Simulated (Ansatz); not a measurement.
# AlNi (Pm-3m): thermal expansion from first principles, part 2 of 3

Aim: the lattice, expansion, heat capacity and bulk modulus of AlNi as it warms.

Experimental results on record:
- heat capacity C_P per formula unit 45.9 J/mol/K near room temperature (given in “High-Throughput Prediction of Finite-Temperature Properties using the Quasi-Harmonic Approximation”, 2016, arXiv:1603.06924)

Ansatz 0.2.0; DFT PBEsol, scalar-relativistic, plane waves, PAW (the session's first sound run).

So far. Step 2 (A first coarse run): The start is under -3.0 GPa at this level and looks like a metal on this mesh. Step 4 (Tight relaxation): The residual pressure is -1.7e-4 GPa, small enough for phonons. The relaxed cell has a = 2.862 Å (conventional setting).

The database entry behind the starting cell differs from later determinations by our own check (about 0.2 % short), so it need not match the best structure at ambient conditions.

## Step 5: Phonons on strained cells, functional PBEsol

The study relaxes the crystal at several strains, solves the phonons on some of them and minimises the free energy at each temperature (static energy, vibrations, the electrons in a metal, and PV under a set pressure); the q-mesh sets how far the force constants reach.

input.yaml

```yaml
crystal:
  lattice:
    - [2.862022471, 0.0, 0.0]
    - [0.0, 2.862022471, 0.0]
    - [0.0, 0.0, 2.862022471]
  atoms:
    - { symbol: Al, position: [0.0, 0.0, 0.0] }
    - { symbol: Ni, position: [0.5, 0.5, 0.5] }
kpoints:
  mp_grid: { grid: [16, 16, 16] }
hamiltonian:
  xc: pbesol
scf:
  occupations: { method: methfessel_paxton, width: 0.2 }
  lower_state_search: "off"
output:
  eigenvalues: true
phonons:
  method: dfpt
  qmesh: [4, 4, 4]
  temperatures: { t_max: 900.0, t_step: 50 }
  thermal_expansion: {}
```

The run is started by

```bash
$ ansatz run input.yaml --threads 8 --pin off --max-ram 16384MiB --backend cpu --events-out ev --progress --plain --runs-dir out
```

Numbers of over 12 decimals in the logs are rounded to 6 here.

The log of the run:

```text
[...]
Crystal: 2 atoms, lattice volume = 23.443 Å³
Basis set: ecut = 487.2 eV, 587 PW (Γ), exchange–correlation on 48×48×48 points (8 copies of the dense FFT grid, shifted against one another)
Bands: 15, of which v1, the nominal top of the filled ones, is band 11 counted from 1 (10 counted from 0)
Symmetry: 48 space group operations
[...]
k-points: 165 of 4096
[...]
SCF iter   1: F=—  HF=-6330.872030 eV  |F-HF|=—  |Δ(HF+E_count)|=         —  Δρ=1.86e-2  dr2=4.68e-2  ethr=1.77e-3  ⟨swp⟩=4.2  Hψ=11128  notcnv=0
[...]
SCF iter   7: F=-6330.865208 eV  HF=-6330.865208 eV  |F-HF|=1.82e-12  |Δ(HF+E_count)|=  4.91e-11  S|Δr|=    0.00e0  Δρ=5.89e-8  dr2=3.92e-13  ethr=1.00e-12  ⟨swp⟩=6.7  Hψ=11263  notcnv=0
SCF 1 converged in 7 iterations: F = -6330.865208 eV  dr2 = 3.92e-13
[...]
relax step   1: F+E_penalty+E_count = -6330.86520752 eV  Δ(F+E_penalty+E_count) = +0.000e0 eV  max|allowed force component| = 1.298e-29 eV/Å  Δτ_max = 0.0000 Å  (7 SCF iters, accepted)
SCF converged after 7 iterations
[...]
Free energy (F): -6330.865208 eV
[...]
Internal energy: -6330.866289 eV  (E = F + TS)
E sigma→0 (E₀):  -6330.865478 eV
Entropy (-TS):   0.001082 eV (0.541 meV/atom)
Fermi energy:    14.190660 eV
[...]
--- Stress (GPa, compression-positive) ---
       -0.002348       0.000000       0.000000
        0.000000      -0.002348       0.000000
        0.000000       0.000000      -0.002348
  P = ⅓ Tr σ = -0.0023 GPa (-0.023 kbar)
--- Band table (eV; the first three rows and the last of 165) ---
  k-point 0: bands = [... 7 lower, 12.6232, 12.6232, 12.6232, 19.7466, 19.7466, 19.7466, 22.3718, 22.3718]
  k-point 1: bands = [... 7 lower, 12.5904, 12.5904, 12.6267, 18.9496, 19.8434, 19.8434, 22.3743, 23.0975]
  k-point 2: bands = [... 7 lower, 12.4998, 12.4998, 12.6367, 17.5589, 20.1263, 20.1263, 22.3818, 24.2434]
  k-point 164: bands = [... 7 lower, 13.2007, 13.2007, 16.1226, 16.1226, 16.1226, 18.0744, 18.7619, 18.7619]
── thermal expansion: 3 new cells, 3 in all ──
thermal expansion: relaxation of cell 2
thermal expansion: relaxation of cell 3
── thermal expansion: 2 new cells, 5 in all ──
thermal expansion: relaxation of cell 4
thermal expansion: electrons of cell 4
thermal expansion: phonons of cell 4
thermal expansion: relaxation of cell 5
thermal expansion: electrons of cell 1
thermal expansion: electrons of cell 2
thermal expansion: electrons of cell 3
thermal expansion: electrons of cell 5
thermal expansion: phonons of cell 5
── thermal expansion: 5 new cells, 10 in all ──
thermal expansion: relaxation of cell 6
thermal expansion: relaxation of cell 7
thermal expansion: relaxation of cell 8
thermal expansion: relaxation of cell 9
thermal expansion: relaxation of cell 10
thermal expansion: electrons of cell 6
thermal expansion: electrons of cell 7
thermal expansion: electrons of cell 8
thermal expansion: electrons of cell 9
thermal expansion: electrons of cell 10
thermal expansion: phonons of cell 6
thermal expansion: phonons of cell 7
WARN: thermal expansion, phonons of cell 7: eigensolver did not converge (k=43): 1 band(s) unlocked after 20 sweeps at ethr=1.00e-12 eV (lowest unlocked band 14, counted from 0; max residual 4.58e-6 eV among the unlocked bands, 4.58e-6 eV over every band)
WARN: thermal expansion: eigensolver_not_converged in the phonons of 1 cell: 7
--- Relaxed structure (1 steps of the walk, 1 accepted, 0 SCFs on fresh bases) ---
  F+E_penalty+E_count = -6330.86520752 eV   max|allowed force component| = 1.298e-29 eV/Å
  atoms:
    - { symbol: Al, position: [0.0, 0.0, 0.0] }
    - { symbol: Ni, position: [0.5, 0.5, 0.5] }
--- Thermal expansion: 10 cells in 3 rounds, 0 GPa ---
  no lower state was looked for at cell 4: scf.lower_state_search: off
  without vibrations: a 2.86202, b 2.86202, c 2.86202 Å, V 23.4433 Å³, B 173.24 GPa
  at 0 K: a 2.86824, b 2.86824, c 2.86824 Å, V 23.5964 Å³, B 169.99 GPa
  zero-point expansion: a +0.217, b +0.217, c +0.217, V +0.653 %
      T/K        a/Å        b/Å        c/Å       V/Å³ | expansion of a, b, c, V (1e-6/K)   | that of V in the mean from 25 °C | C_P, C_V (J/mol K of the cell) | B_T, B_S (GPa)
     0.00    2.86824    2.86824    2.86824    23.5964 |    0.00    0.00    0.00    0.00 |   23.60 |     0.000     0.000 |   169.99   169.99
   100.00    2.86897    2.86897    2.86897    23.6144 |    6.55    6.55    6.55   19.64 |   31.70 |    23.556    23.463 |   168.89   169.56
   200.00    2.87160    2.87160    2.87160    23.6796 |   11.06   11.06   11.06   33.18 |   36.04 |    40.236    39.715 |   165.89   168.07
   298.15    2.87500    2.87500    2.87500    23.7636 |   12.80   12.80   12.80   38.39 |       - |    46.241    45.220 |   162.51   166.18
   350.00    2.87695    2.87695    2.87695    23.8120 |   13.35   13.35   13.35   40.06 |   39.30 |    47.984    46.690 |   160.65   165.10
   450.00    2.88092    2.88092    2.88092    23.9107 |   14.16   14.16   14.16   42.49 |   40.75 |    50.233    48.397 |   156.96   162.91
   550.00    2.88510    2.88510    2.88510    24.0149 |   14.82   14.82   14.82   44.47 |   41.99 |    51.807    49.398 |   153.14   160.61
   650.00    2.88947    2.88947    2.88947    24.1242 |   15.44   15.44   15.44   46.32 |   43.12 |    53.103    50.080 |   149.21   158.22
   750.00    2.89402    2.89402    2.89402    24.2384 |   16.06   16.06   16.06   48.17 |   44.22 |    54.291    50.603 |   145.15   155.73
   850.00    2.89876    2.89876    2.89876    24.3578 |   16.70   16.70   16.70   50.11 |   45.31 |    55.453    51.040 |   140.97   153.17
   900.00    2.90121    2.90121    2.90121    24.4195 |   17.04   17.04   17.04   51.13 |   45.86 |    56.041    51.238 |   138.84   151.85
  the static fit leaves 0.000 meV an atom of the energies and, of the stresses, 0.000 GPa of each cell's largest along a strain (root mean squares over the cells), whose Pulay part it has at -0.029 GPa
  vibrations' free energy: its fit passes through its cells
  the electrons' free energy at temperature is in it; its fit leaves 0.0001 meV an atom at the most
  free energies summed between the sampled wave vectors
  estimated error of the fitted expansion in any direction: up to 0.022e-6/K, at 900 K, with few degrees of freedom (an estimate, not a bound: it was exceeded on models of known expansion)
  by sums over the sampled wave vectors an expansion of the volume parts by up to 0.12e-6/K
  by a static energy of one degree less an expansion of the volume parts by up to 0.07e-6/K
  eigensolver_not_converged in the phonons of 1 cell: 7
```

Run time: 20 min. Hardware: 8 threads of Arm Neoverse V1, shared host; peak memory 2.6 GiB.

Numbers from this step:

```
pressure                                         : -0.002348 GPa
volume expansion coefficient at 298 K            : 38.38 1e-6/K
C_P at 298 K                                     : 23.12 J/mol-atom/K
entropy at 298 K                                 : 26.57 J/mol-atom/K
isothermal bulk modulus at 298 K                 : 162.5 GPa
Grüneisen parameter at 298 K                     : 1.974
volume at 298 K                                  : 11.88 Å³/atom
principal linear expansion coefficients at 298 K : 12.8, 12.8, 12.8 1e-6/K
```

Strained cells of the study; zero-point energy where phonons were solved; the pressures are stresses at a fixed cutoff and can carry an offset from the finite basis. Expansion cells, by row:

```tsv
cell	|a| (Å)	|b| (Å)	|c| (Å)	V (Å³/atom)	E - E_lowest (meV/atom)	pressure, compression positive (GPa)	gap (eV)	zero-point energy (meV/atom)
1	2.862	2.862	2.862	11.72	0	-0.031	-	-
2	2.885	2.885	2.885	12.01	3.558	-3.963	-	-
3	2.839	2.839	2.839	11.44	3.686	4.33	-	-
4	2.862	2.862	2.862	11.72	0	-0.068	-	43.38
5	2.877	2.877	2.877	11.9	1.444	-2.574	-	42.16
6	2.896	2.896	2.896	12.15	7.941	-5.781	-	40.48
7	2.914	2.914	2.914	12.37	17.55	-8.311	-	39.04
8	2.834	2.834	2.834	11.38	5.722	5.458	-	-
9	2.848	2.848	2.848	11.55	1.393	2.607	-	-
10	2.937	2.937	2.937	12.67	35.96	-11.39	-	-
```

Quasi-harmonic; a, b, c are the run's own cell vectors. Expansion, by row:

```tsv
T (K)	a (Å)	b (Å)	c (Å)	alpha (deg)	beta (deg)	gamma (deg)	cell volume (Å³/cell)	alpha_a (1e-6/K)	alpha_b (1e-6/K)	alpha_c (1e-6/K)	alpha_V (1e-6/K)	C_P (J/mol-atom/K)	C_V (J/mol-atom/K)	S (J/mol-atom/K)	B_T (GPa)	B_S (GPa)	Grueneisen	extrapolation	fit error (1e-6/K)
0	2.868	2.868	2.868	90	90	90	23.6	0	0	0	0	0	0	0	170	170	-	0	0
50	2.868	2.868	2.868	90	90	90	23.6	2.2	2.2	2.2	6.59	3.918	3.915	1.437	169.8	169.9	2.032	0	0
100	2.869	2.869	2.869	90	90	90	23.61	6.55	6.55	6.55	19.64	11.78	11.73	6.666	168.9	169.6	2.011	0	0
150	2.87	2.87	2.87	90	90	90	23.64	9.38	9.38	9.38	28.15	17.05	16.91	12.53	167.5	168.9	1.986	0	0
200	2.872	2.872	2.872	90	90	90	23.68	11.06	11.06	11.06	33.18	20.12	19.86	17.89	165.9	168.1	1.976	0	0.01
250	2.873	2.873	2.873	90	90	90	23.72	12.1	12.1	12.1	36.31	21.96	21.58	22.6	164.2	167.1	1.974	0	0.01
298.1	2.875	2.875	2.875	90	90	90	23.76	12.8	12.8	12.8	38.39	23.12	22.61	26.57	162.5	166.2	1.974	0	0.01
300	2.875	2.875	2.875	90	90	90	23.77	12.82	12.82	12.82	38.45	23.16	22.64	26.72	162.4	166.1	1.974	0	0.01
350	2.877	2.877	2.877	90	90	90	23.81	13.35	13.35	13.35	40.06	23.99	23.34	30.35	160.7	165.1	1.977	0	0.01
400	2.879	2.879	2.879	90	90	90	23.86	13.79	13.79	13.79	41.36	24.62	23.84	33.6	158.8	164	1.98	0	0.01
450	2.881	2.881	2.881	90	90	90	23.91	14.16	14.16	14.16	42.49	25.12	24.2	36.53	157	162.9	1.984	0	0.01
500	2.883	2.883	2.883	90	90	90	23.96	14.5	14.5	14.5	43.51	25.54	24.48	39.2	155.1	161.8	1.989	0	0.01
550	2.885	2.885	2.885	90	90	90	24.01	14.82	14.82	14.82	44.47	25.9	24.7	41.65	153.1	160.6	1.994	0	0.01
600	2.887	2.887	2.887	90	90	90	24.07	15.13	15.13	15.13	45.4	26.24	24.88	43.91	151.2	159.4	1.999	0	0.01
650	2.889	2.889	2.889	90	90	90	24.12	15.44	15.44	15.44	46.32	26.55	25.04	46.03	149.2	158.2	2.005	0	0.01
700	2.892	2.892	2.892	90	90	90	24.18	15.75	15.75	15.75	47.24	26.85	25.18	48.01	147.2	157	2.011	0	0.02
750	2.894	2.894	2.894	90	90	90	24.24	16.06	16.06	16.06	48.17	27.14	25.3	49.87	145.2	155.7	2.017	0	0.02
800	2.896	2.896	2.896	90	90	90	24.3	16.38	16.38	16.38	49.13	27.44	25.41	51.63	143.1	154.5	2.023	0	0.01
850	2.899	2.899	2.899	90	90	90	24.36	16.7	16.7	16.7	50.11	27.73	25.52	53.3	141	153.2	2.03	0	0.02
900	2.901	2.901	2.901	90	90	90	24.42	17.04	17.04	17.04	51.13	28.02	25.62	54.9	138.8	151.8	2.037	0	0.02
```

The expansion coefficient by temperature; values in 1e-6/K:

```tsv
temperature (K)	volume	principal 1
0	0	0
50	6.59	2.2
100	19.6	6.55
150	28.1	9.38
200	33.2	11.1
250	36.3	12.1
298	38.4	12.8
300	38.5	12.8
350	40.1	13.3
400	41.4	13.8
450	42.5	14.2
500	43.5	14.5
550	44.5	14.8
600	45.4	15.1
650	46.3	15.4
700	47.2	15.8
750	48.2	16.1
800	49.1	16.4
850	50.1	16.7
900	51.1	17.0
```

At 298 K the volume expansion is 38.4 × 10⁻⁶/K and B_T is 163 GPa. The program raised the cutoff to 487.2 eV by itself: with no cutoff typed, the study takes about 1.16 times the default for its relaxations and scales it with the volume for the phonons.

## Step 6: A new level, relaxed again

The functional, the potentials or the cutoff change, so the crystal is relaxed again at the new setting.

This step: DFT PBE+D3(BJ), scalar-relativistic, plane waves, PAW (Ansatz 0.2.0).

input.yaml, the sections that differ from step 5:

```yaml
hamiltonian:
  xc: pbe
  dispersion: d3bj
output:
  forces: true
  stress: true
  eigenvalues: true
relax:
  adjacent_minimum: "off"
  f_tol: 0.001
  max_steps: 60
  cell: { stress_tol: 0.01 }
# crystal, kpoints, scf: as in step 5
# phonons: removed
```

The log of the run:

```text
[...]
Crystal: 2 atoms, lattice volume = 23.443 Å³
Basis set: ecut = 420 eV, 461 PW (Γ), exchange–correlation on 40×40×40 points (8 copies of the dense FFT grid, shifted against one another)
Bands: 15, of which v1, the nominal top of the filled ones, is band 11 counted from 1 (10 counted from 0)
Symmetry: 48 space group operations
[...]
k-points: 165 of 4096
[...]
SCF iter   1: F=—  HF=-6379.422679 eV  |F-HF|=—  |Δ(HF+E_count)|=         —  Δρ=2.35e-3  dr2=6.38e-4  ethr=1.77e-3  ⟨swp⟩=4.1  Hψ=11052  notcnv=0
[...]
SCF iter   5: F=-6379.422792 eV  HF=-6379.422792 eV  |F-HF|=4.82e-11  |Δ(HF+E_count)|=   2.54e-9  S|Δr|=    0.00e0  Δρ=5.35e-6  dr2=1.39e-9  ethr=4.76e-10  ⟨swp⟩=5.5  Hψ=10848  notcnv=0
SCF 1 converged in 5 iterations: F = -6379.422792 eV  dr2 = 1.39e-9
[...]
relax step   1: F+E_penalty+E_count = -6379.42279196 eV  Δ(F+E_penalty+E_count) = +0.000e0 eV  max|allowed force component| = 1.798e-29 eV/Å  Δτ_max = 0.0000 Å  P = -0.892 GPa  Ω = 23.443 Å³  (5 SCF iters, dr2 threshold 1.00e-7 eV, accepted)
Crystal: 2 atoms, lattice volume = 23.372 Å³
[...]
SCF iter   3: F=-6379.423102 eV  HF=-6379.423102 eV  |F-HF|=4.68e-8  |Δ(HF+E_count)|=   6.13e-7  S|Δr|=    0.00e0  Δρ=1.35e-5  dr2=3.18e-8  ethr=9.52e-10  ⟨swp⟩=5.0  Hψ=11157  notcnv=0
SCF 2 converged in 3 iterations: F = -6379.423102 eV  dr2 = 3.18e-8
relax step   2: F+E_penalty+E_count = -6379.42310169 eV  Δ(F+E_penalty+E_count) = -3.097e-4 eV  max|allowed force component| = 6.796e-30 eV/Å  Δτ_max = 0.0000 Å  P = -0.377 GPa  Ω = 23.372 Å³  energy of the carried Pulay correction = +2.879e-5 eV  (3 SCF iters, dr2 threshold 2.00e-7 eV, accepted)
Crystal: 2 atoms, lattice volume = 23.321 Å³
[...]
SCF iter   3: F=-6379.423182 eV  HF=-6379.423182 eV  |F-HF|=2.98e-8  |Δ(HF+E_count)|=   4.45e-7  S|Δr|=    0.00e0  Δρ=1.11e-5  dr2=2.14e-8  ethr=9.52e-10  ⟨swp⟩=4.9  Hψ=10838  notcnv=0
SCF 3 converged in 3 iterations: F = -6379.423182 eV  dr2 = 2.14e-8
relax step   3: F+E_penalty+E_count = -6379.42318220 eV  Δ(F+E_penalty+E_count) = -8.051e-5 eV  max|allowed force component| = 3.270e-30 eV/Å  Δτ_max = 0.0000 Å  P = +0.005 GPa  Ω = 23.321 Å³  energy of the carried Pulay correction = +4.977e-5 eV  (3 SCF iters, dr2 threshold 2.00e-7 eV, accepted)
[...]
SCF iter   6: F=-6379.423134 eV  HF=-6379.423134 eV  |F-HF|=9.09e-13  |Δ(HF+E_count)|=  9.09e-13  S|Δr|=    0.00e0  Δρ=7.64e-9  dr2=1.06e-14  ethr=1.00e-12  ⟨swp⟩=3.2  Hψ=9466  notcnv=0
SCF 4 converged in 6 iterations: F = -6379.423134 eV  dr2 = 1.06e-14
relax step   4: F+E_penalty+E_count = -6379.42313445 eV  Δ(F+E_penalty+E_count) = +4.776e-5 eV  max|allowed force component| = 2.079e-30 eV/Å  Δτ_max = 0.0000 Å  P = +0.005 GPa  Ω = 23.321 Å³  stress off target by 4.58e-3 GPa  SCF on the basis re-selected at this cell (its energy is not comparable with the rows above)  (6 SCF iters)
[...]
SCF converged after 6 iterations
[...]
Free energy (F): -6379.423134 eV
[...]
Internal energy: -6379.424222 eV  (E = F + TS)
E sigma→0 (E₀):  -6379.423406 eV
Entropy (-TS):   0.001088 eV (0.544 meV/atom)
Fermi energy:    14.417714 eV
[...]
--- Stress (GPa, compression-positive) ---
        0.004578       0.000000       0.000000
        0.000000       0.004578      -0.000000
        0.000000      -0.000000       0.004578
  P = ⅓ Tr σ = 0.0046 GPa (0.046 kbar)
--- Band table (eV; the first three rows and the last of 165) ---
  k-point 0: bands = [... 7 lower, 12.8411, 12.8411, 12.8411, 20.0068, 20.0068, 20.0068, 22.5869, 22.5869]
  k-point 1: bands = [... 7 lower, 12.8082, 12.8082, 12.8446, 19.1993, 20.1039, 20.1039, 22.5891, 23.3242]
  k-point 2: bands = [... 7 lower, 12.7172, 12.7172, 12.8546, 17.8000, 20.3877, 20.3877, 22.5956, 24.4834]
  k-point 164: bands = [... 7 lower, 13.4242, 13.4242, 16.3609, 16.3609, 16.3609, 18.3282, 18.9885, 18.9885]
--- Relaxed structure (3 steps of the walk, 3 accepted, 1 SCFs on fresh bases) ---
[...]
cell:  # Å, volume = 23.3208 Å³
    - [2.857027, 0, 0]
    - [0, 2.857027, 0.0]
    - [0, 0.0, 2.857027]
  atoms:
    - { symbol: Al, position: [0, 0, 0] }
    - { symbol: Ni, position: [0.5, 0.5, 0.5] }
```

Wall time 2.3 s (8 threads); peak memory 0.39 GiB; 14 s of CPU time.

Step by step:

```tsv
step	energy less that of the first step (eV)	largest force component (eV/Å)	pressure (GPa)	volume (Å³)
1	0.0000	0.0000	-0.89	23.44
2	-0.0003	0.0000	-0.38	23.37
3	-0.0004	0.0000	0.00	23.32
4*	-0.0003	0.0000	0.00	23.32
```

Relaxation steps marked * repeat the geometry before them on a plane-wave basis chosen anew for their cell, so energy and pressure can jump there.

Forces are held to the 48 operations that the run works with; a distortion that breaks them can't arise in this run.

```tsv
conventional cell, symmetrised	before	after	change
a (Å)	2.862	2.857	-0.2 %
b (Å)	2.862	2.857	-0.2 %
c (Å)	2.862	2.857	-0.2 %
volume (Å³/atom)	11.72	11.66	-0.5 %
```

Final coordinates:

```cif
data_structure
_symmetry_space_group_name_H-M 'P 1'
_symmetry_Int_Tables_number 1
_cell_length_a 2.8570
_cell_length_b 2.8570
_cell_length_c 2.8570
_cell_angle_alpha 90.000
_cell_angle_beta 90.000
_cell_angle_gamma 90.000
_cell_volume 23.32
loop_
_atom_site_label
_atom_site_type_symbol
_atom_site_fract_x
_atom_site_fract_y
_atom_site_fract_z
_atom_site_occupancy
Al1 Al 0.00000 0.00000 0.00000 1
Ni2 Ni 0.50000 0.50000 0.50000 1
```

This step gave:

- pressure: 0.004578 GPa
- volume per atom: 11.66 Å³/atom

The residual pressure is 0.0046 GPa, small enough for phonons.

[end of part 2 of 3]

[Logs are printed without paths, hosts, clocks, repeated set-up lines and the standing remarks that a program may print on its own settings, such as how far it seeks lower states.]

[Hosts, paths, dates, database ids (printed as entryN), source tags and the programs' standing remarks are cut or masked in the printed files.]

[A step with changed settings may run another functional than the one named; its input shows which.]
